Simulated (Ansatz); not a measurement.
# LaBPd3 (Pm-3m): a soft mode frozen in, part 3 of 3

Wanted: the energy along a soft mode of LaBPd3 (Pm-3m) and the structure at the end.

Ansatz 0.2.0; DFT PBEsol, scalar-relativistic, plane waves, PAW; PAW set soft_1.

So far. Step 5 (Energy along the mode, all amplitudes (two of the runs …): The lowest of the steps tried is at 0.45 Å, 19.8 meV/atom below the parent; the bottom of the well need not coincide with a step. Step 7 (The new phase in its own primitive cell): The largest force component left is 0.35 meV/Å and the pressure is 0.000 GPa, within the tolerances set. The cell now holds 16.47 Å³/atom. The relaxed cell has a, b, c = 5.743, 6.765, 8.481 Å (conventional setting).

## Step 8: Modes of the new phase, k-mesh 8×8×4

A relaxed structure may still be a saddle point, so its zone-centre modes are computed. No field response is asked, since the mesh shows no gap.

File input.yaml:

```yaml
crystal:
  lattice:
    - [2.8713017537, -3.3826684486, 0.0]
    - [2.8713017537, 3.3826684486, 0.0]
    - [0.0, 0.0, 8.4808740987]
  atoms:
    - { symbol: La, position: [0.0248483352, 0.9751516648, 0.25] }
    - { symbol: La, position: [0.9751516648, 0.0248483352, 0.75] }
    - { symbol: B, position: [0.5, 0.5, 0.0] }
    - { symbol: B, position: [0.5, 0.5, 0.5] }
    - { symbol: Pd, position: [0.5, 0.0, 0.0] }
    - { symbol: Pd, position: [0.5, 0.0, 0.5] }
    - { symbol: Pd, position: [0.0, 0.5, 0.0] }
    - { symbol: Pd, position: [0.0, 0.5, 0.5] }
    - { symbol: Pd, position: [0.5725719686, 0.4274280314, 0.25] }
    - { symbol: Pd, position: [0.4274280314, 0.5725719686, 0.75] }
kpoints:
  mp_grid: { grid: [8, 8, 4] }
hamiltonian:
  xc: pbesol
  pseudopotentials: { kind: paw, azcp: { folder: soft_1 }, xc_functional: pbe }
scf:
  occupations: { method: methfessel_paxton, width: 0.2 }
output:
  eigenvalues: true
phonons:
  method: dfpt
```

Run with:

```
$ ansatz run input.yaml --threads 4 --pin off --max-ram 10240MiB --backend cpu --events-out ev --progress --plain --runs-dir out
```

Numbers of over 12 decimals in the logs are rounded to 6 here.

Log:

```text
Engine: ansatz 0.2.0, aarch64-unknown-linux-gnu
Pseudopotentials: kind: paw
Pseudopotential: La, paw, valence charge 11, recommended cutoff 420 eV (normal), soft_1/La.paw.azcp
Pseudopotential: B, paw, valence charge 3, recommended cutoff 420 eV (normal), soft_1/B.paw.azcp
Pseudopotential: Pd, paw, valence charge 18, recommended cutoff 420 eV (normal), soft_1/Pd.paw.azcp
Functional definition: PBEsol
  exchange = pbesol_x
  correlation = pbesol_c
Crystal: 10 atoms, lattice volume = 164.744 Å³
Basis set: ecut = 420 eV, 3247 PW (Γ), exchange–correlation on 60×60×120 points (8 copies of the dense FFT grid, shifted against one another)
Bands: 82, of which v1, the nominal top of the filled ones, is band 68 counted from 1 (67 counted from 0)
Symmetry: 8 space group operations
k-points: 132 of 256 (irreducible under 1 space group operation, time reversal used)
Non-local potential: La, projectors of the file, l = 0: 3, l = 1: 2, l = 2: 2, l = 3: 3
Non-local potential: B, projectors of the file, l = 0: 2, l = 1: 2, l = 2: 1
Non-local potential: Pd, projectors of the file, l = 0: 2, l = 1: 2, l = 2: 2, l = 3: 1
PAW form: soft (Blöchl's): semilocal exchange-correlation on the pseudo side does not see the compensation charge
PAW frozen core: La, regenerated for the run's functional, and the local potential with it (the file was generated under x = pbe(κ = 0.804, μ = 0.219515), c = pbe(β = 0.066725))
PAW frozen core: B, regenerated for the run's functional, and the local potential with it (the file was generated under x = pbe(κ = 0.804, μ = 0.219515), c = pbe(β = 0.066725))
PAW frozen core: Pd, regenerated for the run's functional, and the local potential with it (the file was generated under x = pbe(κ = 0.804, μ = 0.219515), c = pbe(β = 0.066725))
PAW one-centre angular grid: La, 590 points (default); XC on 64 Gauss nodes
PAW one-centre angular grid: B, 110 points (default); XC on 64 Gauss nodes
PAW one-centre angular grid: Pd, 590 points (default); XC on 64 Gauss nodes
Initial density: superposition of atomic densities (chi_scale 0.1, normalization cell, long waves kept (reshape's long-wave potential 0.00 eV rms))
Initial wavefunctions: pseudopotential atomic-orbital guess
Functional: x = pbesol(κ = 0.804, μ = 0.123457), c = pbesol(β = 0.046)
SCF iter   1: F=—  HF=-54158.911766 eV  |F-HF|=—  |Δ(HF+E_count)|=         —  Δρ=1.11e0  dr2=3.46e3  ethr=3.10e-3  ⟨swp⟩=4.3  Hψ=31194  notcnv=0
preconditioner: auto → Kerker (q_TF=auto, 2.642 Å⁻¹)  [metal: Δε(μ)=0.006 eV  Ē_g=5.404 eV  σ=0.200 eV  W_gap=0.03  n_scr=42 (ndim 8)  ℏωp=26.5 eV  f_vac=0.000  D(μ)=20.55/eV (n_scr^D=288)]
SCF iter   2: F=—  HF=-54077.719608 eV  |F-HF|=—  |Δ(HF+E_count)|=    8.12e1  S|Δr|=    0.00e0  Δρ=1.13e-1  dr2=3.82e1  ethr=3.10e-3  ⟨swp⟩=5.0  Hψ=68441  notcnv=0
automatic band count: the SCF goes on with 96 bands, as 82 were too few: the levels above may hold too much charge
SCF iter   3: F=—  HF=-54076.241107 eV  |F-HF|=—  |Δ(HF+E_count)|=    1.48e0  S|Δr|=    0.00e0  Δρ=7.16e-2  dr2=1.50e1  ethr=3.10e-3  ⟨swp⟩=2.0  Hψ=15539  notcnv=0  defer=182
SCF iter   4: F=—  HF=-54075.494397 eV  |F-HF|=—  |Δ(HF+E_count)|=   7.47e-1  S|Δr|=    0.00e0  Δρ=4.71e-2  dr2=5.69e0  ethr=3.10e-3  ⟨swp⟩=2.0  Hψ=13106  notcnv=0  defer=182
SCF iter   5: F=—  HF=-54075.216045 eV  |F-HF|=—  |Δ(HF+E_count)|=   2.78e-1  S|Δr|=    0.00e0  Δρ=3.79e-2  dr2=3.67e0  ethr=3.10e-3  ⟨swp⟩=2.0  Hψ=14790  notcnv=0  defer=684
SCF iter   6: F=—  HF=-54074.908347 eV  |F-HF|=—  |Δ(HF+E_count)|=   3.08e-1  S|Δr|=    0.00e0  Δρ=2.64e-2  dr2=1.76e0  ethr=2.70e-3  ⟨swp⟩=2.0  Hψ=14149  notcnv=0  defer=703
SCF iter   7: F=—  HF=-54074.576030 eV  |F-HF|=—  |Δ(HF+E_count)|=   3.32e-1  S|Δr|=    0.00e0  Δρ=1.13e-2  dr2=3.12e-1  ethr=1.29e-3  ⟨swp⟩=2.1  Hψ=14779  notcnv=0  defer=779
SCF iter   8: F=—  HF=-54074.478986 eV  |F-HF|=—  |Δ(HF+E_count)|=   9.70e-2  S|Δr|=    0.00e0  Δρ=1.59e-3  dr2=4.97e-3  ethr=2.30e-4  ⟨swp⟩=2.1  Hψ=20684  notcnv=0  defer=1125
SCF iter   9: F=—  HF=-54074.478225 eV  |F-HF|=—  |Δ(HF+E_count)|=   7.61e-4  S|Δr|=    0.00e0  Δρ=1.04e-3  dr2=2.41e-3  ethr=3.66e-6  ⟨swp⟩=2.1  Hψ=20043  notcnv=0  defer=1300
SCF iter  10: F=—  HF=-54074.477789 eV  |F-HF|=—  |Δ(HF+E_count)|=   4.36e-4  S|Δr|=    0.00e0  Δρ=6.40e-4  dr2=1.04e-3  ethr=1.77e-6  ⟨swp⟩=1.1  Hψ=11440  notcnv=0  defer=1300
SCF iter  11: F=—  HF=-54074.477518 eV  |F-HF|=—  |Δ(HF+E_count)|=   2.71e-4  S|Δr|=    0.00e0  Δρ=2.94e-4  dr2=2.28e-4  ethr=7.62e-7  ⟨swp⟩=2.0  Hψ=15279  notcnv=0  defer=1300
SCF iter  12: F=—  HF=-54074.477453 eV  |F-HF|=—  |Δ(HF+E_count)|=   6.48e-5  S|Δr|=    0.00e0  Δρ=1.17e-4  dr2=3.57e-5  ethr=1.68e-7  ⟨swp⟩=2.0  Hψ=15756  notcnv=0  defer=1300
SCF iter  13: F=—  HF=-54074.477440 eV  |F-HF|=—  |Δ(HF+E_count)|=   1.28e-5  S|Δr|=    0.00e0  Δρ=1.48e-5  dr2=5.52e-7  ethr=2.62e-8  ⟨swp⟩=2.0  Hψ=17653  notcnv=0  defer=1301
SCF iter  14: F=—  HF=-54074.477440 eV  |F-HF|=—  |Δ(HF+E_count)|=   6.68e-7  S|Δr|=    0.00e0  Δρ=2.90e-6  dr2=2.28e-8  ethr=4.06e-10  ⟨swp⟩=2.0  Hψ=20750  notcnv=0  defer=1176
SCF iter  15: F=—  HF=-54074.477440 eV  |F-HF|=—  |Δ(HF+E_count)|=   6.57e-9  S|Δr|=    0.00e0  Δρ=5.11e-7  dr2=7.90e-10  ethr=1.67e-11  ⟨swp⟩=2.0  Hψ=18170  notcnv=0  defer=1176
SCF iter  16: F=—  HF=-54074.477440 eV  |F-HF|=—  |Δ(HF+E_count)|=  2.55e-10  S|Δr|=    0.00e0  Δρ=8.64e-8  dr2=2.14e-11  ethr=1.00e-12  ⟨swp⟩=2.0  Hψ=17149  notcnv=0  defer=1176
SCF iter  17: F=-54074.477440 eV  HF=-54074.477440 eV  |F-HF|=0.00e0  |Δ(HF+E_count)|=    0.00e0  S|Δr|=    0.00e0  Δρ=1.80e-8  dr2=9.18e-13  ethr=1.00e-12  ⟨swp⟩=11.6  Hψ=63885  notcnv=0
SCF 1 converged in 17 iterations: F = -54074.477440 eV  dr2 = 9.18e-13
[...]
DFPT response loops at Γ: preconditioner auto → Kerker (q_TF=auto, 2.642 Å⁻¹) (partly filled bands, converged f_vac=0.000); β = 1.00, the filter's whole step (`scf.mixing.beta` (0.50) is not read by the response loops under this deck's `scf.mixing.preconditioner`; to damp them name `kerker` or `kerker_dos`, under which they read `scf.mixing.beta`, and type it under 1.00, their step now; both keys bind the ground state too); Broyden in place of MSR1
```

Elapsed: 6.5 min, on 4 threads of Arm Neoverse V1, shared host; peak memory 5.2 GiB.

The run was cut off at the time limit after its SCF cycle had converged; no result of it is taken.

The program's message: “Warning:”

## Step 9: Results

```yaml
unstable_mode_of_the_parent: q = (0, 0, -0.5), 76i cm⁻¹
depth_at_the_lowest_point_sampled: 19.8 meV/atom
largest_atomic_shift_at_that_point: 0.45 Å
space_group_reached_within_0p01_a: Cmcm
energy_gained_over_the_parent_first_relaxation_on_the_mesh_of_the_frozen_mode: 47.4 meV/atom
volume_per_atom_phase_reached: 16.5 Å³
```

**Reading.** Along this mode the structure falls into Cmcm, 47.4 meV/atom below the parent. At the parent's cell the well is 19.82 meV/atom deep on the steps tried, with its lowest point at a shift of 0.45 Å. Relaxing atoms and cell changes the gain by +27.55 meV/atom against the lowest step (energies at zero smearing). The modes of the phase reached were not computed on this path. Each path keeps the symmetry of its pattern, so a lower phase may lie along a pattern not tried. With no gap, or one that is small against the smearing, the frequencies hang on the k mesh and the smearing, most of all near Kohn anomalies. Spin-orbit coupling is left out, which can matter for the heavy elements here. The PAW files were made for PBE and serve the other functionals too.

[Logs are printed without paths, hosts, clocks, repeated set-up lines and the standing remarks that a program may print on its own settings, such as how far it seeks lower states.]

[Hosts, paths, dates, database ids (printed as entryN), source tags and the programs' standing remarks are cut or masked in the printed files.]
